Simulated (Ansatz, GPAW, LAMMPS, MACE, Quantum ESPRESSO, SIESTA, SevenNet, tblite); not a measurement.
## Rapidly quenched Si24Mg76 (at. %) (110 atoms) in other programs, against a plane-wave reference

Aim: run rapidly quenched Si24Mg76 (at. %) (110 atoms) in several programs and set results and cost side by side. A plane-wave run serves as the reference.

Main program and level: Ansatz 0.2.0; Kohn-Sham DFT, PBE, PAW, plane waves.

### Step 1. Starting point

The cell holds 110 atoms: 26 Si and 84 Mg. Its edges and angles: a = 13.533 Å, b = 13.533 Å, c = 13.533 Å, α = 90.0°, β = 90.0°, γ = 90.0°. 110 atoms (26 Si, 84 Mg) placed at random at 1.75 g/cm³, melted at 2000 K for 10 ps at fixed volume with the MEAM Al-Si-Mg-Cu-Fe potential (Jelinek et al., Phys. Rev. B 85, 245102 (2012)). Quenched from 2000 K to 300 K at 5 K/ps and zero pressure, held 5 ps.

### Step 2. Plane-wave reference

The PAW files are the set soft_2.

input.yaml reads:

```yaml
crystal:
  lattice:
    - [13.53281, 0.0, 0.0]
    - [0.0, 13.53281, 0.0]
    - [0.0, 0.0, 13.53281]
  atoms:
    - { symbol: Si, position: [0.18935, 0.90724, 0.7092] }
    - { symbol: Si, position: [0.46053, 0.92982, 0.6733] }
    - { symbol: Si, position: [0.95812, 0.68458, 0.86598] }
    - { symbol: Si, position: [0.48949, 0.54019, 0.70396] }
    [... 100 atom lines left out ...]
    - { symbol: Mg, position: [0.40911, 0.6079, 0.88168] }
    - { symbol: Mg, position: [0.82072, 0.47072, 0.02467] }
    - { symbol: Mg, position: [0.12225, 0.71584, 0.62335] }
    - { symbol: Mg, position: [0.18359, 0.53081, 0.86587] }
    - { symbol: Mg, position: [0.235, 0.59271, 0.12404] }
    - { symbol: Mg, position: [0.74577, 0.03211, 0.27999] }
kpoints:
  mp_grid: { grid: [1, 1, 1] }
hamiltonian:
  xc: pbe
scf:
  occupations: { method: fermi_dirac, width: 0.05 }
output:
  forces: true
  eigenvalues: true
  populations: true
  stress: true
```

Run with:

```console
$ ansatz run input.yaml --threads 4 --pin off --max-ram 8192MiB --backend cpu --events-out ev --progress --plain --runs-dir out
```

The program printed:

```text
[...]
Pseudopotentials: kind: paw
Pseudopotential: Si, paw, valence charge 4, recommended cutoff 420 eV (normal), Si.paw.azcp
Pseudopotential: Mg, paw, valence charge 10, recommended cutoff 420 eV (normal), Mg.paw.azcp
[...]
Crystal: 110 atoms, lattice volume = 2478.358 Å³
Basis set: ecut = 420 eV, 48489 PW (Γ), exchange–correlation on 192×192×192 points (8 copies of the dense FFT grid, shifted against one another)
Bands: 582, of which v1, the nominal top of the filled ones, is band 472 counted from 1 (471 counted from 0)
Symmetry: 1 space group operations
Space group: P1 (ITA 1), of the structure as read, at distance tolerance 1.4e-4 Å
k-points: 1
[...]
Initial density: superposition of atomic densities (neutral atoms: chi_scale 0, normalization atom), corrected by the library's trained network
Initial wavefunctions: pseudopotential atomic-orbital guess
[...]
SCF iter   1: F=—  HF=-178112.778751 eV  |F-HF|=—  |Δ(HF+E_count)|=         —  Δρ=3.20e-3  dr2=1.59e0  ethr=1.77e-3  ⟨swp⟩=6.0  Hψ=2189  notcnv=0  defer=52
preconditioner: auto → Kerker (q_TF=auto, 2.323 Å⁻¹)  [metal: Δε(μ)=0.027 eV  Ē_g=5.561 eV  σ=0.050 eV  W_gap=0.14  n_scr=514 (ndim 8)  ℏωp=12.3 eV  f_vac=0.000  D(μ)=48.89/eV (n_scr^D=256)]
[...]
SCF iter   8: F=—  HF=-178112.568770 eV  |F-HF|=—  |Δ(HF+E_count)|=   2.25e-7  Δρ=1.33e-6  dr2=1.50e-7  ethr=1.35e-10  ⟨swp⟩=2.0  Hψ=1000  notcnv=0  defer=62
SCF iter   9: F=-178112.568770 eV  HF=-178112.568770 eV  |F-HF|=7.33e-9  |Δ(HF+E_count)|=   1.80e-8  Δρ=3.79e-7  dr2=1.28e-8  ethr=1.06e-11  ⟨swp⟩=11.0  Hψ=2668  notcnv=0
SCF 1 converged in 9 iterations: F = -178112.568770 eV  dr2 = 1.28e-8
[...]
SCF converged after 9 iterations
Free energy (F): -178112.568770 eV
Harris-Foulkes:  -178112.568770 eV  (|F-HF|=7.33e-9)
Internal energy: -178112.127916 eV  (E = F + TS)
E sigma→0 (E₀):  -178112.348343 eV
Entropy (-TS):   -0.440854 eV (-4.008 meV/atom)
Fermi energy:    5.725941 eV
--- Per-component energies (eV) ---
[...]
Σ components = -178112.568770   (vs F -178112.568770, Δ=0.00e0)
--- Forces (eV/Å), atoms counted from 1 ---
  atom   1  Si    -0.61418162     0.09237202     0.03479783
  atom   2  Si     0.56639708     0.27011062     0.33091975
  atom   3  Si    -0.33114415     0.05602669     0.20917277
  atom   4  Si     0.40514676     1.28177755     0.54317899
[...]
atom 110  Mg    -0.20786533    -0.31137420     0.09694172
  max |Σ_I F_I| component: 6.45e-6 eV/Å
--- Stress (GPa, compression-positive) ---
       -1.071706       0.072052      -0.341296
        0.072052      -0.844567       0.344134
       -0.341296       0.344134      -1.828531
  P = ⅓ Tr σ = -1.2483 GPa (-12.483 kbar)
--- Band table (eV) ---
  k-point 0: bands = ["-70.7736", "-70.6758", "-70.6587", "-70.6540", [... 566 levels ...], "9.2468", "9.2884", "9.3126", "9.3499", "9.3603", "9.3793", "9.4247", "9.4773", "9.5054", "9.5093", "9.5749", "9.6022"]
--- Löwdin populations: 110 sites ---
  site symbol       q [e]
     0     Si      5.8824
     1     Si      5.9701
     2     Si      5.4869
[...]
109     Mg      8.9585
  spilling = 0.029441 (of n_electrons = 944.000000)
```

It took 49 s on 4 threads of Arm Neoverse V2, shared host; peak memory 3.6 GiB.

The column dr2 measures how far the density is from self-consistency, as an energy; F and HF (Harris–Foulkes) agree once it is small.

Read from the output:

```yaml
free_energy: -178112.5688 eV
free_energy_per_atom: -1619.2052 eV/atom
scf_cycles: 9
pressure: -1.248 GPa
r_m_s_force_component: 0.3333 eV/Å
longest_force: 1.45 eV/Å
fermi_energy: 5.726 eV
levels_partly_filled_by_over_2_per_cent: 10
spilling_of_the_projection: 0.02944
```

Length of the force by element:

```
element  coordination  atoms  mean length of the force (eV/Å)  spread  least  most
     Mg           all     84                            0.511   0.205  0.153  1.13
     Si           all     26                            0.594   0.280  0.204  1.45
```

The levels nearest the highest filled one (over half full), pooled over k-points and spins:

```
level less the highest filled one (eV)  occupation
                                -0.200        1.98
                                -0.162        1.95
                               -0.0991        1.82
                               -0.0533        1.61
                               -0.0401        1.52
                                     0        1.17
                                0.0221       0.953
                                0.0592       0.604
                                 0.118       0.238
                                 0.176        0.08
                                 0.205       0.046
                                 0.227        0.03
```

The run ends at a pressure of -1.25 GPa, with forces up to 1.4 eV/Å.

### Step 3. Structure statistics

Density 1.86 g/cm³, 22.53 Å³ an atom.

Pair distribution functions g(r), in bins of 0.2 Å:

```
r (Å)  total  Mg-Mg  Mg-Si  Si-Si
 2.50   0.10   0.00   0.28   0.00
 2.70   1.02   0.19   2.45   0.42
 2.90   2.71   1.63   4.79   0.37
 3.10   3.53   3.53   3.96   0.62
 3.30   1.44   2.04   0.66   0.26
 3.50   0.68   0.98   0.22   0.46
 3.70   0.70   0.88   0.36   1.06
 3.90   0.61   0.69   0.42   1.16
 4.10   0.46   0.45   0.46   0.52
 4.30   0.64   0.69   0.54   0.78
 4.50   0.70   0.75   0.51   1.45
 4.70   0.82   0.81   0.63   2.10
 4.90   1.02   1.14   0.71   1.57
 5.10   1.09   1.20   0.90   1.23
 5.30   1.23   1.17   1.30   1.57
 5.50   1.25   1.15   1.36   1.45
 5.70   1.26   1.14   1.52   0.81
 5.90   1.12   0.99   1.34   1.09
 6.10   1.08   1.08   1.18   0.32
 6.30   0.98   1.12   0.81   0.58
 6.50   0.89   0.81   1.07   0.56
 6.70   0.77   0.74   0.85   0.52
```

Bonds by pair of elements; cutoffs follow the first minimum of g(r), held within bounds set by covalent radii, and pairs that aren't listed don't count as bonded (cutoffs were set anew for this text, so counts can differ from the run's own analysis):

```
pair A-B  cutoff (Å)  bonds  mean length (Å)  spread (Å)  shortest (Å)  B about A  A about B
   Mg-Mg        3.58    295             3.17       0.188          2.69       7.02       7.02
   Mg-Si        3.35    228             2.95       0.167          2.55       2.71       8.77
```

The cutoff for Mg-Mg falls short of the minimum of g(r), so counts run low and odd coordinations can be artefacts.

How many atoms have how many bonded neighbours:

```
element  mean  5  7   8   9  10  11  12
     Mg  9.74  1  2  10  20  27  19   5
     Si  8.77  0  2   8  10   6   0   0
```

### Step 4. What was run beside it

The programs:
- GPAW 26.7.0: PAW with atomic orbitals (LCAO), plane waves or a real-space grid of spacing h.
- MACE: machine-learned potential, published weights.
- Quantum ESPRESSO 7.5: plane waves; labels (QE) give functional, pseudopotential set and cutoffs of waves/density.
- SIESTA 5.4.2: numerical atomic orbitals, whose automatically made sets are far from complete, with PseudoDojo norm-conserving potentials that we converted to its format (checked against plane waves on the same files for H, C, O, Si, Ge and Ca alone); labels give functional, basis size, energy shift and mesh cutoff.
- SevenNet: machine-learned potential, published weights.

All use the same cell and atoms; the electronic-structure runs use the same k-mesh, and an electronic temperature of 580 K (0.05 eV) where levels are smeared.

Differences are against the plane-wave reference, forces as r.m.s. over components; share is that over the reference's r.m.s. force, slope the least-squares factor from reference forces to these. Total energies of different programs have different zeros and aren't compared.

```
                                                 run  Δ force, r.m.s. (meV/Å)  share (%)  slope  Δ pressure (GPa)  cores  CPU time  memory (GiB)
                                           reference                        -          -      -                 -      4   3.1 min           3.6
                         GPAW PBE, LCAO dzp, h 0.2 Å                     35.3       10.6  1.048                 -      2    19 min           3.7
               GPAW PBE, LCAO dzp, h 0.22 Å (coarse)                     35.3       10.6  1.048                 -      1    14 min           2.1
           GPAW PBE, LCAO szp(dzp), h 0.2 Å (coarse)                     54.0       16.2  1.049                 -      1    10 min           2.7
                      GPAW revPBE, LCAO dzp, h 0.2 Å                     51.3       15.4  1.091                 -      2    20 min           3.7
                         MACE MP-0b2 small potential                      110       33.0  0.808           -0.0512      1     5.9 s          0.66
                        MACE MP-0b3 medium potential                      108       32.3  0.802            -0.196      1       7 s           1.0
            QE PBE, sssp-1.3.0-efficiency, 45/360 Ry                     2.67        0.8  0.998            -0.127      1    16 min           5.5
SIESTA PBE, DZP, shift 0.01 Ry, mesh 100 Ry (coarse)                      191       57.4  1.259              1.80      2   1.7 min          0.71
         SIESTA PBE, DZP, shift 0.01 Ry, mesh 500 Ry                      128       38.4  1.260              1.21      2    11 min           3.2
SIESTA PBE, SZP, shift 0.01 Ry, mesh 500 Ry (coarse)                      129       38.7  1.244              1.48      2     9 min             3
         SIESTA PBE, TZP, shift 0.01 Ry, mesh 500 Ry                      109       32.8  1.232             0.637      4    13 min           3.9
                             SevenNet l3i5 potential                      102       30.7  0.860            -0.380      1     8.2 s           1.2
```

Rows marked coarse were listed beforehand as settings not expected to be converged; some can still land near the reference.

Times of the machine-learned potentials are mostly Python's start and the loading of weights.

CPU time is summed over cores on a shared host, where runs went side by side, so it is rough. Symmetry, cutoffs, thresholds, outputs and thread counts weren't matched or tuned between programs; memory under MPI is the largest rank's times the ranks.

Runs without a result: tblite GFN1-xTB (not converged, the SCF not settling).

Within one program, basis, potentials and functional, energies share a zero. Each run against its twin at the usual cutoff or grid and solver:

```
                                        run                             twin  Δ energy (meV/atom)  Δ force, r.m.s. (meV/Å)         CPU time over the twin's
               GPAW PBE, LCAO dzp, h 0.22 Å                LCAO dzp, h 0.2 Å                 3.49                     2.95  0.70 (this twin ran on 2 cores)
SIESTA PBE, DZP, shift 0.01 Ry, mesh 100 Ry  DZP, shift 0.01 Ry, mesh 500 Ry                -53.7                      139                             0.16
```

### Step 5. Outcome

| Item | Value |
| --- | --- |
| reference r.m.s. force component | 0.333 eV/Å |
| nearest in forces | QE PBE, sssp-1.3.0-efficiency, 45/360 Ry, 0.8 % |
| farthest in forces | SIESTA PBE, DZP, shift 0.01 Ry, mesh 100 Ry (coarse), 57 % |
| cheapest electronic-structure run beside the reference | SIESTA PBE, DZP, shift 0.01 Ry, mesh 100 Ry, 1.7 min of CPU time |

PBE on plane waves or a grid with other potentials, cutoffs or grids, coarse settings apart, differs from the reference by 0.8 % (QE PBE, sssp-1.3.0-efficiency, 45/360 Ry) of the r.m.s. force; this holds the reference's own error, so differences of a few per cent don't tell which side is nearer the exact PBE result (QE's 45 Ry are 612 eV, against the reference's 420 eV). The PBE runs in local orbitals, coarse settings apart, differ by 11 % (GPAW PBE, LCAO dzp, h 0.2 Å) to 38 % (SIESTA PBE, DZP, shift 0.01 Ry, mesh 500 Ry); basis, grid and potentials can all enter. Machine-learned potentials differ by 31 % (SevenNet l3i5 potential) to 33 % (MACE MP-0b2 small potential); they were trained on other programs' data. Among those trained on PBE data the slope goes as low as 0.80. Rows with another functional or a dispersion term differ by 15 % (GPAW revPBE, LCAO dzp, h 0.2 Å), which mixes the change of model with differences of basis and potentials. Runs with settings chosen to be coarse differ by 11 % (GPAW PBE, LCAO dzp, h 0.22 Å) to 57 % (SIESTA PBE, DZP, shift 0.01 Ry, mesh 100 Ry), their programs' other errors included. None of the electronic-structure runs in the table takes under half the reference's CPU time of 3.1 min; they take 0.53 to 6.5 times as much. SIESTA PBE, DZP, shift 0.01 Ry, mesh 500 Ry stiffens the forces by a factor of 1.26 while following their directions (correlation 0.976); the slopes of the 4 SIESTA runs lie between 1.23 and 1.26. In pressure, SIESTA PBE, DZP, shift 0.01 Ry, mesh 100 Ry misses by +1.8 GPa, at the same functional. In the reference: 10 levels are partly filled, by over 2 % (at Γ alone): at this level the cell shows no clear gap. Levels of broken or missing bonds inside a gap of the host would look the same. In the reference: first main peaks of g(r), for some of the pairs, lie near 3.1 Å (Mg-Mg) and 3.0 Å (Mg-Si). The potentials hold different valence shells: 944 electrons in the reference, 272 in Quantum ESPRESSO with SSSP; this bears on time and differences. Machine-learned potentials mimic data converged in k, so the reference's own k-point error enters their differences. The quench rate of 5 K/ps is many orders above laboratory rates, so the cell is likely richer in defects and strain than a real sample. The network of bonds at the start is that of the classical potential that made the cell, and needn't be the one that DFT or experiment would give. The electronic-structure runs sample only Γ, in a cell whose shortest periodic width is 14 Å, which is coarse for a cell with partly filled levels.

[Also dropped from logs without a mark: logging warnings of Python, and SIESTA's first energy breakdown and zero terms.]

[Logs are printed without paths, hosts, clocks, repeated set-up lines and the standing remarks that a program may print on its own settings, such as how far it seeks lower states.]

[Hosts, paths, dates, database ids (printed as entryN), source tags and the programs' standing remarks are cut or masked in the printed files.]
